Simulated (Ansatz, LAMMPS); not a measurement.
# Glassy 63SiO2-14B2O3-11Na2O-11CaO (mol %) (111 atoms): support functions against a reference

Wanted: errors and times of a linear-scaling basis for glassy 63SiO2-14B2O3-11Na2O-11CaO (mol %) (111 atoms). A setting counts as converged where the r.m.s. difference of forces stays under 1 % of the r.m.s. force.

Calculated with Ansatz 0.2.0; Kohn-Sham DFT, PBE, PAW (set soft_2), plane waves.

## 1. The starting structure

The cell holds 111 atoms: 22 Si, 10 B, 8 Na, 4 Ca and 67 O. Its edges and angles: a = 11.336 Å, b = 11.336 Å, c = 11.336 Å, α = 90.0°, β = 90.0°, γ = 90.0°. 111 atoms (22 Si, 10 B, 8 Na, 4 Ca, 67 O) placed at random at 2.33 g/cm³, melted at 3000 K for 20 ps at fixed volume with the Buckingham and Coulomb pair potential of Guillot and Sator (Geochim. Cosmochim. Acta 71, 1249 (2007)) with the boron terms of Wang et al. (J. Non-Cryst. Solids 498, 294 (2018)). Quenched from 3000 K to 300 K at 1000 K/ps and fixed volume, held 10 ps at zero pressure.

Before any run, some limits are plain. The quench rate of 1000 K/ps is orders of magnitude faster than experiment, which tends to freeze in extra defects. The network of bonds at the start is that of the classical potential that made the cell, and needn't be the one that DFT or experiment would give. The Brillouin zone is sampled at Γ only, in a cell whose shortest periodic width is 11 Å.

## 2. The classical run that made the cell

A classical potential supplies the starting structure, since it reaches far longer times than DFT.

This step: classical MD, Buckingham and Coulomb pair potential of Guillot and Sator (Geochim. Cosmochim. Acta 71, 1249 (2007)) with the boron terms of Wang et al. (J. Non-Cryst. Solids 498, 294 (2018)) (LAMMPS 22 Jul 2025 - Update 4).

File in.lmp:

```
# melt-quench of Si22B10Na8Ca4O67
units metal
atom_style charge
boundary p p p
region box block 0 11.5178 0 11.5178 0 11.5178
create_box 5 box
mass 1 28.0850   # Si
mass 2 10.8100   # B
mass 3 22.9898   # Na
mass 4 40.0780   # Ca
mass 5 15.9990   # O
create_atoms 1 random 22 97816 NULL overlap 1.5 maxtry 2000
create_atoms 2 random 10 97823 NULL overlap 1.5 maxtry 2000
create_atoms 3 random 8 97830 NULL overlap 1.5 maxtry 2000
create_atoms 4 random 4 97837 NULL overlap 1.5 maxtry 2000
create_atoms 5 random 67 97844 NULL overlap 1.5 maxtry 2000
pair_style buck/coul/long 9.0
pair_coeff * * 0.0 1.0 0.0
pair_coeff 1 5 50306.10 0.161 46.2978   # Si-O
pair_coeff 2 5 206941.81 0.124 35.0018   # B-O
pair_coeff 3 5 120303.80 0.17 0   # Na-O
pair_coeff 4 5 155667.70 0.178 42.2597   # Ca-O
pair_coeff 5 5 9022.79 0.265 85.0921   # O-O
pair_coeff 2 2 484.40 0.35 0.0   # B-B
pair_coeff 1 2 337.70 0.29 0.0   # Si-B
set type 1 charge 1.89
set type 2 charge 1.4175
set type 3 charge 0.4725
set type 4 charge 0.945
set type 5 charge -0.945
kspace_style pppm 1.0e-4
neigh_modify delay 0 every 1 check yes
thermo_style custom step time temp pe press density
thermo_modify norm yes
# [... 17 lines left out ...]
fix md all nvt temp 3000 300 0.1
run 2700 post no
unfix md
thermo 3333
fix md all npt temp 300 300 0.1 iso 0 0 1
run 10000 post no
unfix md
write_dump all custom glass.dump id type xs ys zs modify sort id
```

Run with:

```
lmp -in in.lmp -log none -nocite
```

Output:

```text
LAMMPS (22 Jul 2025 - Update 4)
Created orthogonal box = (0 0 0) to (11.5178 11.5178 11.5178)
Created 22 atoms
Created 10 atoms
Created 8 atoms
Created 4 atoms
Created 67 atoms
PPPM initialization ...
  G vector (1/distance) = 0.33002151
  grid = 10 10 10
  estimated relative force accuracy = 5.5309723e-05
   Step          Time           Temp          PotEng         Press         Density
         0   0              0              4.1614738      1498562.9      2.3280214
       100   0.1            0             -10.25449      -14656.522      2.3280214
       113   0.113          0             -10.276502     -14108.925      2.3280214
Loop time of 0.0965214 s on 1 MPI rank(s) for 113 steps with 111 atoms
Minimization stats:
  Stopping criterion = energy tolerance
  Energy initial, next-to-last, final =
      4.16147383176347  -10.2755645210953  -10.2765017988909
  Force two-norm initial, final = 524.8134 3.8270649
  Iterations, force evaluations = 113 180
[... 7 lines left out ...]
      3333   3.333          2979.281      -9.9780006      61854.509      2.3280214
      6666   6.666          2456.1559     -10.064093      16918.323      2.3280214
      9999   9.999          3173.5334     -10.036903      3540.9665      2.3280214
     13332   13.332         3575.5643     -10.013003      55375.656      2.3280214
     16665   16.665         3051.7156     -10.015057      51279.64       2.3280214
[... 2 lines left out ...]
Loop time of 7.98687 s on 1 MPI rank(s) for 20000 steps with 111 atoms
   Step          Time           Temp          PotEng         Press         Density
[... 12 lines left out ...]
Loop time of 1.0552 s on 1 MPI rank(s) for 2700 steps with 111 atoms
   Step          Time           Temp          PotEng         Press         Density
[... 1 line left out ...]
     26664   26.664         304.63063     -10.446079     -1976.8718      2.4369621
     29997   29.997         297.04879     -10.44438       1771.3828      2.4789736
     33330   33.33          270.41748     -10.446072      4015.991       2.4332849
     33700   33.7           275.66669     -10.444692      202.47587      2.4416835
Loop time of 4.77955 s on 1 MPI rank(s) for 10000 steps with 111 atoms
```

Run time: 14 s. Hardware: 1 thread of Arm Neoverse V2, shared host; peak memory 0.072 GiB.

## 3. Plane-wave single point

The first run uses the default basis; a harder plane-wave run follows as the reference for the support functions.

File input.yaml:

```yaml
crystal:
  lattice:
    - [11.33623, 0.0, 0.0]
    - [0.0, 11.33623, 0.0]
    - [0.0, 0.0, 11.33623]
  atoms:
    - { symbol: Si, position: [0.29787, 0.39749, 0.9222] }
    - { symbol: Si, position: [0.70859, 0.13182, 0.55015] }
    - { symbol: Si, position: [0.12987, 0.79305, 0.31316] }
    - { symbol: Si, position: [0.07361, 0.65885, 0.65193] }
    - { symbol: Si, position: [0.44435, 0.90336, 0.90175] }
    - { symbol: Si, position: [0.80082, 0.79489, 0.29341] }
    - { symbol: Si, position: [0.49877, 0.95551, 0.63717] }
    - { symbol: Si, position: [0.82864, 0.00475, 0.13563] }
    - { symbol: Si, position: [0.44405, 0.05058, 0.23152] }
    - { symbol: Si, position: [0.31126, 0.36128, 0.388] }
    - { symbol: Si, position: [0.55671, 0.63112, 0.66316] }
    - { symbol: Si, position: [0.95819, 0.88767, 0.93707] }
    - { symbol: Si, position: [0.12714, 0.24735, 0.79268] }
    - { symbol: Si, position: [0.05521, 0.01393, 0.43171] }
    - { symbol: Si, position: [0.87573, 0.65418, 0.07922] }
    - { symbol: Si, position: [0.1849, 0.65254, 0.88403] }
    - { symbol: Si, position: [0.68695, 0.41867, 0.77152] }
    - { symbol: Si, position: [0.31835, 0.52673, 0.18099] }
    - { symbol: Si, position: [0.6504, 0.51105, 0.01909] }
    - { symbol: Si, position: [0.23942, 0.03623, 0.63688] }
    - { symbol: Si, position: [0.08736, 0.40396, 0.55134] }
    - { symbol: Si, position: [0.57969, 0.76154, 0.44314] }
    - { symbol: B, position: [0.46157, 0.67877, 0.03657] }
    - { symbol: B, position: [0.21152, 0.89196, 0.84559] }
    - { symbol: B, position: [0.10019, 0.62766, 0.13787] }
    - { symbol: B, position: [0.51193, 0.20828, 0.428] }
    - { symbol: B, position: [0.21763, 0.18482, 0.21418] }
    - { symbol: B, position: [0.96954, 0.78131, 0.49253] }
    - { symbol: B, position: [0.31996, 0.72658, 0.61074] }
    - { symbol: B, position: [0.62043, 0.03909, 0.03362] }
    - { symbol: B, position: [0.38602, 0.7984, 0.30608] }
    - { symbol: B, position: [0.84626, 0.1015, 0.33965] }
    - { symbol: Na, position: [0.56421, 0.19984, 0.83917] }
    - { symbol: Na, position: [0.93806, 0.25092, 0.02882] }
    - { symbol: Na, position: [0.44648, 0.31535, 0.67215] }
    - { symbol: Na, position: [0.57744, 0.50812, 0.34474] }
    - { symbol: Na, position: [0.61377, 0.25492, 0.15815] }
    - { symbol: Na, position: [0.79648, 0.89485, 0.62146] }
    - { symbol: Na, position: [0.81247, 0.53467, 0.51244] }
    - { symbol: Na, position: [0.9883, 0.41747, 0.27403] }
    - { symbol: Ca, position: [0.16436, 0.97785, 0.0954] }
    - { symbol: Ca, position: [0.80531, 0.1051, 0.82737] }
    - { symbol: Ca, position: [0.90025, 0.31665, 0.67775] }
    - { symbol: Ca, position: [0.83474, 0.69351, 0.80941] }
    - { symbol: O, position: [0.83473, 0.12968, 0.62004] }
    - { symbol: O, position: [0.66088, 0.41338, 0.91396] }
    - { symbol: O, position: [0.99877, 0.2042, 0.83234] }
    - { symbol: O, position: [0.53212, 0.07493, 0.12454] }
    - { symbol: O, position: [0.31533, 0.43928, 0.06285] }
    - { symbol: O, position: [0.86935, 0.75264, 0.41303] }
    - { symbol: O, position: [0.6485, 0.71889, 0.73707] }
    - { symbol: O, position: [0.16147, 0.05082, 0.51674] }
    - { symbol: O, position: [0.31459, 0.11189, 0.19219] }
    - { symbol: O, position: [0.11755, 0.34321, 0.67991] }
    - { symbol: O, position: [0.97595, 0.90961, 0.49114] }
    - { symbol: O, position: [0.21566, 0.67096, 0.63801] }
    - { symbol: O, position: [0.76061, 0.07229, 0.42562] }
    - { symbol: O, position: [0.19133, 0.30527, 0.90062] }
    - { symbol: O, position: [0.66505, 0.80838, 0.33752] }
    - { symbol: O, position: [0.45855, 0.72262, 0.36695] }
    - { symbol: O, position: [0.12538, 0.93952, 0.31031] }
    - { symbol: O, position: [0.20486, 0.93343, 0.72969] }
    - { symbol: O, position: [0.8132, 0.12131, 0.22236] }
    - { symbol: O, position: [0.70045, 0.13507, 0.00122] }
    - { symbol: O, position: [0.07146, 0.74012, 0.1922] }
    - { symbol: O, position: [0.62078, 0.64705, 0.52162] }
    - { symbol: O, position: [0.98339, 0.56913, 0.12204] }
    - { symbol: O, position: [0.17914, 0.55543, 0.20762] }
    - { symbol: O, position: [0.1178, 0.17852, 0.1428] }
    - { symbol: O, position: [0.09815, 0.8977, 0.90775] }
    - { symbol: O, position: [0.26723, 0.76682, 0.29088] }
    - { symbol: O, position: [0.2108, 0.41173, 0.47894] }
    - { symbol: O, position: [0.55403, 0.99313, 0.93486] }
    - { symbol: O, position: [0.8666, 0.91247, 0.2413] }
    - { symbol: O, position: [0.03784, 0.5347, 0.5861] }
    - { symbol: O, position: [0.77945, 0.58368, 0.00028] }
    - { symbol: O, position: [0.69109, 0.28882, 0.71111] }
    - { symbol: O, position: [0.81379, 0.48428, 0.7455] }
    [... 27 atom lines left out ...]
    - { symbol: O, position: [0.55422, 0.86781, 0.5331] }
    - { symbol: O, position: [0.96364, 0.10292, 0.3725] }
    - { symbol: O, position: [0.08057, 0.73726, 0.43023] }
    - { symbol: O, position: [0.62639, 0.04599, 0.63879] }
    - { symbol: O, position: [0.30686, 0.96046, 0.91496] }
    - { symbol: O, position: [0.39606, 0.6365, 0.1283] }
kpoints:
  mp_grid: { grid: [1, 1, 1] }
hamiltonian:
  xc: pbe
scf:
  occupations: { method: gaussian, width: 0.025 }
output:
  forces: true
  stress: true
  populations: true
  dos:
    method: { smearing: { sigma: 0.1 } }
    de: 0.1
    projected: { site_lists: { B: [B], Ca: [Ca], Na: [Na], O: [O], Si: [Si] } }
  eigenvalues: true
  write_density: true
  write_potential: true
  volumetric_format: npy
```

Run with:

```
ansatz run input.yaml --threads 4 --pin off --max-ram 8192MiB --backend cpu --events-out ev --progress --plain --runs-dir out
```

Output:

```text
Engine: ansatz 0.2.0, aarch64-unknown-linux-gnu
Pseudopotentials: kind: paw
Pseudopotential: Si, paw, valence charge 4, recommended cutoff 420 eV (normal), Si.paw.azcp
Pseudopotential: B, paw, valence charge 3, recommended cutoff 420 eV (normal), B.paw.azcp
Pseudopotential: Na, paw, valence charge 9, recommended cutoff 420 eV (normal), Na.paw.azcp
Pseudopotential: Ca, paw, valence charge 10, recommended cutoff 420 eV (normal), Ca.paw.azcp
Pseudopotential: O, paw, valence charge 6, recommended cutoff 420 eV (normal), O.paw.azcp
[... 5 lines on functional and potentials left out ...]
Crystal: 111 atoms, lattice volume = 1456.820 Å³
Basis set: ecut = 420 eV, 28425 PW (Γ), exchange–correlation on 160×160×160 points (8 copies of the dense FFT grid, shifted against one another)
Bands: 427, of which v1, the nominal top of the filled ones, is band 316 counted from 1 (315 counted from 0)
Symmetry: 1 space group operations
Space group: P1 (ITA 1), of the structure as read, at distance tolerance 1.1e-4 Å
k-points: 1
[... 11 lines on functional and potentials left out ...]
Initial density: superposition of atomic densities (neutral atoms: chi_scale 0, normalization atom), corrected by the library's trained network
Initial wavefunctions: pseudopotential atomic-orbital guess
Functional: x = pbe(κ = 0.804, μ = 0.219515), c = pbe(β = 0.066725)
SCF iter   1: F=—  HF=-72831.455397 eV  |F-HF|=—  |Δ(HF+E_count)|=         —  Δρ=3.77e-3  dr2=3.49e-1  ethr=1.77e-3  ⟨swp⟩=7.0  Hψ=2064  notcnv=0  defer=93
preconditioner: auto → Resta (q_TF=auto, 2.374 Å⁻¹)  ε∞=3.0  [insulator: Δε(μ)=1.680 eV  Ē_g=16.897 eV  σ=0.025 eV  W_gap=1.00  n_scr=340 (ndim 8)  ℏωp=24.0 eV  f_vac=0.165  D(μ)=0.00/eV (n_scr^D=0)  ε∞_Penn≈3.0]
SCF iter   2: F=—  HF=-72831.393482 eV  |F-HF|=—  |Δ(HF+E_count)|=   6.19e-2  Δρ=2.20e-3  dr2=8.76e-2  ethr=5.52e-5  ⟨swp⟩=3.0  Hψ=699  notcnv=0  defer=107
SCF iter   3: F=—  HF=-72831.380909 eV  |F-HF|=—  |Δ(HF+E_count)|=   1.26e-2  Δρ=9.57e-4  dr2=2.79e-2  ethr=1.39e-5  ⟨swp⟩=2.0  Hψ=698  notcnv=0  defer=107
SCF iter   4: F=—  HF=-72831.376637 eV  |F-HF|=—  |Δ(HF+E_count)|=   4.27e-3  Δρ=3.83e-4  dr2=2.50e-3  ethr=4.42e-6  ⟨swp⟩=3.0  Hψ=527  notcnv=0  defer=107
SCF iter   5: F=—  HF=-72831.376880 eV  |F-HF|=—  |Δ(HF+E_count)|=   2.43e-4  Δρ=2.24e-4  dr2=7.09e-4  ethr=3.95e-7  ⟨swp⟩=3.0  Hψ=698  notcnv=0  defer=107
SCF iter   6: F=—  HF=-72831.376923 eV  |F-HF|=—  |Δ(HF+E_count)|=   4.38e-5  Δρ=5.22e-5  dr2=5.66e-5  ethr=1.12e-7  ⟨swp⟩=2.0  Hψ=563  notcnv=0  defer=107
SCF iter   7: F=—  HF=-72831.373959 eV  |F-HF|=—  |Δ(HF+E_count)|=   2.96e-3  Δρ=3.07e-5  dr2=1.43e-5  ethr=8.96e-9  ⟨swp⟩=2.0  Hψ=632  notcnv=0  defer=107
SCF iter   8: F=—  HF=-72831.373967 eV  |F-HF|=—  |Δ(HF+E_count)|=   7.63e-6  Δρ=1.63e-5  dr2=3.86e-6  ethr=2.27e-9  ⟨swp⟩=3.0  Hψ=625  notcnv=0  defer=107
SCF iter   9: F=—  HF=-72831.373968 eV  |F-HF|=—  |Δ(HF+E_count)|=   1.19e-6  Δρ=4.55e-6  dr2=3.83e-7  ethr=6.10e-10  ⟨swp⟩=3.0  Hψ=625  notcnv=0  defer=107
SCF iter  10: F=—  HF=-72831.373968 eV  |F-HF|=—  |Δ(HF+E_count)|=   4.07e-7  Δρ=3.27e-6  dr2=1.39e-7  ethr=1.58e-11  ⟨swp⟩=22.0  Hψ=4015  notcnv=0
SCF iter  11: F=-72831.373968 eV  HF=-72831.373968 eV  |F-HF|=1.34e-8  |Δ(HF+E_count)|=   3.41e-8  Δρ=7.53e-7  dr2=1.01e-8  ethr=1.58e-11  ⟨swp⟩=9.0  Hψ=2633  notcnv=0
SCF 1 converged in 11 iterations: F = -72831.373968 eV  dr2 = 1.01e-8
  greatest PAW one-centre occupation: 0.999 electrons in one spin orbital (limit 2), on the Na atom at site 36 (counted from 0), in its partial waves of l = 0
SCF converged after 11 iterations
Free energy (F): -72831.373968 eV
Harris-Foulkes:  -72831.373968 eV  (|F-HF|=1.34e-8)
Internal energy: -72831.373968 eV  (E = F + TS)
E sigma→0 (E₀):  -72831.373968 eV
Fermi energy:    5.872253 eV
--- Per-component energies (eV) ---
  E_band       = -4473.990288
  E_kinetic    = 15453.638418
  E_local      = -48853.489176  (includes V_loc(G=0)·N_el)
  E_nonlocal   = 5029.243534
  E_hartree    = 17929.474880
  E_xc         = -7372.467294
  E_vxc        = -8847.945878  (∫ρ·V_xc dr)
  E_paw        = -28251.005110  (= ΣΔE_a)
  E_vpaw       = -3114.556296  (= ΣTr[D̂ρ^β])
  E_aug_tail   = 0.170007  (compensation charges beyond the density's cutoff)
  E_ewald      = -26766.939226
  E_smearing   = -0.000000  (= −TS)
  E_closure    = 0.000000  (closes the sum)
  Σ components = -72831.373968   (vs F -72831.373968, Δ=0.00e0)
--- Forces (eV/Å), atoms counted from 1 ---
  atom   1  Si     1.70283198     2.85364180     0.03362679
  atom   2  Si     1.77787921    -1.80876231     0.41432350
  atom   3  Si     1.08631472    -0.12273696    -0.75947745
  atom   4  Si     3.64402438    -2.05628686     1.34466582
  atom   5  Si    -0.39338872     0.85417699     1.53066423
  atom   6  Si     0.93198769     0.56702653     1.66359164
  atom   7  Si    -0.71574668    -0.23629608    -1.74704002
  atom   8  Si    -3.86675194    -1.37075674     0.07545982
  atom   9  Si    -0.90136203    -1.92119382     0.17308401
  atom  10  Si    -2.78058923    -1.66535109    -1.95042093
  atom  11  Si     2.84379162     3.53045662     0.97089246
  atom  12  Si    -0.24011346     1.00426680    -2.24788359
  atom  13  Si     1.02850754    -1.38752898    -2.52534864
  atom  14  Si     0.25966401    -3.80475807    -0.99405091
[...]
atom 110  O      0.34405186    -0.17700829     0.93735499
  atom 111  O     -0.24544375     0.56463896     1.34861749
  max |Σ_I F_I| component: 4.66e-5 eV/Å
--- Stress (GPa, compression-positive) ---
       -1.869936       0.125350       0.230827
        0.125348       0.905860       1.014406
        0.230830       1.014402      -1.071516
  P = ⅓ Tr σ = -0.6785 GPa (-6.785 kbar)
--- Band table (eV) ---
  k-point 0: bands = ["-48.2530", "-47.9946", "-47.8974", "-47.7979", [... 411 levels ...], "13.2880", "13.3088", "13.3247", "13.4076", "13.4664", "13.4888", "13.5384", "13.5822", "13.6139", "13.6826", "13.7512", "13.7878"]
--- Löwdin populations: 111 sites ---
  site symbol       q [e]
     0     Si      2.2978
     1     Si      2.3513
     2     Si      2.2802
[...]
110      O      6.5703
  spilling = 0.011488 (of n_electrons = 632.000000)
```

The job ended after 28 s (4 threads of Arm Neoverse V2, shared host; peak memory 2 GiB; 1.8 min of CPU time).

Numbers from this run:

```
free energy                                      : -72831.3740 eV
free energy per atom                             : -656.1385 eV/atom
SCF cycles                                       : 11
pressure                                         : -0.6785 GPa
r.m.s. force component                           : 1.112 eV/Å
longest force                                    : 4.691 eV/Å
Fermi energy                                     : 5.872 eV
gap (highest filled to lowest empty level) : 0.8854 eV
spilling of the projection                       : 0.01149
```

The r.m.s. force component of 1.1 eV/Å sets the scale for the differences below.

## 4. Plane waves at 750 eV (750 eV)

The grid of the support functions holds more waves than the default cutoff, so they are judged against a harder plane-wave run.

input.yaml, the sections that differ from step 3:

```yaml
output:
  forces: true
  eigenvalues: true
basis:
  ecutwfc: "750 eV"
# crystal, kpoints, hamiltonian, scf: as in step 3
```

Output:

```text
[...]
Crystal: 111 atoms, lattice volume = 1456.820 Å³
Basis set: ecut = 750 eV, 67715 PW (Γ), exchange–correlation on 216×216×216 points (8 copies of the dense FFT grid, shifted against one another)
Bands: 427, of which v1, the nominal top of the filled ones, is band 316 counted from 1 (315 counted from 0)
Symmetry: 1 space group operations
[...]
k-points: 1
[...]
SCF iter   1: F=—  HF=-72831.902230 eV  |F-HF|=—  |Δ(HF+E_count)|=         —  Δρ=3.85e-3  dr2=3.51e-1  ethr=1.77e-3  ⟨swp⟩=7.0  Hψ=2066  notcnv=0  defer=90
[...]
SCF iter   3: F=—  HF=-72831.820275 eV  |F-HF|=—  |Δ(HF+E_count)|=   1.48e-2  Δρ=9.66e-4  dr2=2.80e-2  ethr=1.40e-5  ⟨swp⟩=2.0  Hψ=628  notcnv=0  defer=46
automatic band count: iteration 3 solves 366 bands in place of 427: the levels show a gap, and the empty bands left out lie too high to hold charge; the band table lists the bands solved (type scf.n_extra_bands for more)
SCF iter   4: F=—  HF=-72831.815572 eV  |F-HF|=—  |Δ(HF+E_count)|=   4.70e-3  Δρ=3.86e-4  dr2=2.50e-3  ethr=4.43e-6  ⟨swp⟩=3.0  Hψ=527  notcnv=0  defer=46
SCF iter   5: F=—  HF=-72831.815847 eV  |F-HF|=—  |Δ(HF+E_count)|=   2.75e-4  Δρ=2.28e-4  dr2=7.25e-4  ethr=3.96e-7  ⟨swp⟩=3.0  Hψ=652  notcnv=0  defer=46
[...]
SCF iter  10: F=—  HF=-72831.818464 eV  |F-HF|=—  |Δ(HF+E_count)|=   4.46e-7  Δρ=3.37e-6  dr2=1.45e-7  ethr=1.58e-11  ⟨swp⟩=14.0  Hψ=1825  notcnv=0
SCF iter  11: F=-72831.818464 eV  HF=-72831.818464 eV  |F-HF|=1.38e-8  |Δ(HF+E_count)|=   3.13e-8  Δρ=7.36e-7  dr2=9.60e-9  ethr=1.58e-11  ⟨swp⟩=5.0  Hψ=1314  notcnv=0
SCF 1 converged in 11 iterations: F = -72831.818464 eV  dr2 = 9.60e-9
[...]
SCF converged after 11 iterations
Free energy (F): -72831.818464 eV
[...]
Internal energy: -72831.818464 eV  (E = F + TS)
E sigma→0 (E₀):  -72831.818464 eV
Fermi energy:    5.872682 eV
[...]
Σ components = -72831.818464   (vs F -72831.818464, Δ=0.00e0)
--- Forces (eV/Å), atoms counted from 1 ---
  atom   1  Si     1.70283949     2.85380669     0.03353458
  atom   2  Si     1.77808580    -1.80812375     0.41478971
  atom   3  Si     1.08607785    -0.12263860    -0.75943747
  atom   4  Si     3.64409570    -2.05568474     1.34484458
[...]
atom 111  O     -0.24597055     0.56480399     1.34910937
  max |Σ_I F_I| component: 3.96e-5 eV/Å
--- Band table (eV) ---
[...]
```

Run time: 38 s. Hardware: 4 threads; peak memory 4.2 GiB.

Forces differ from the reference by 0.93 meV/Å r.m.s., 0.084 % of their size, well within a tolerance of 1 %; the energy by -4.0 meV/atom.

(Part 1 of 3 ends here.)

[Long decimals in the printed logs are rounded to 6 places.]

[Logs are printed without paths, hosts, clocks, repeated set-up lines and the standing remarks that a program may print on its own settings, such as how far it seeks lower states.]

[Hosts, paths, dates, database ids (printed as entryN), source tags and the programs' standing remarks are cut or masked in the printed files.]
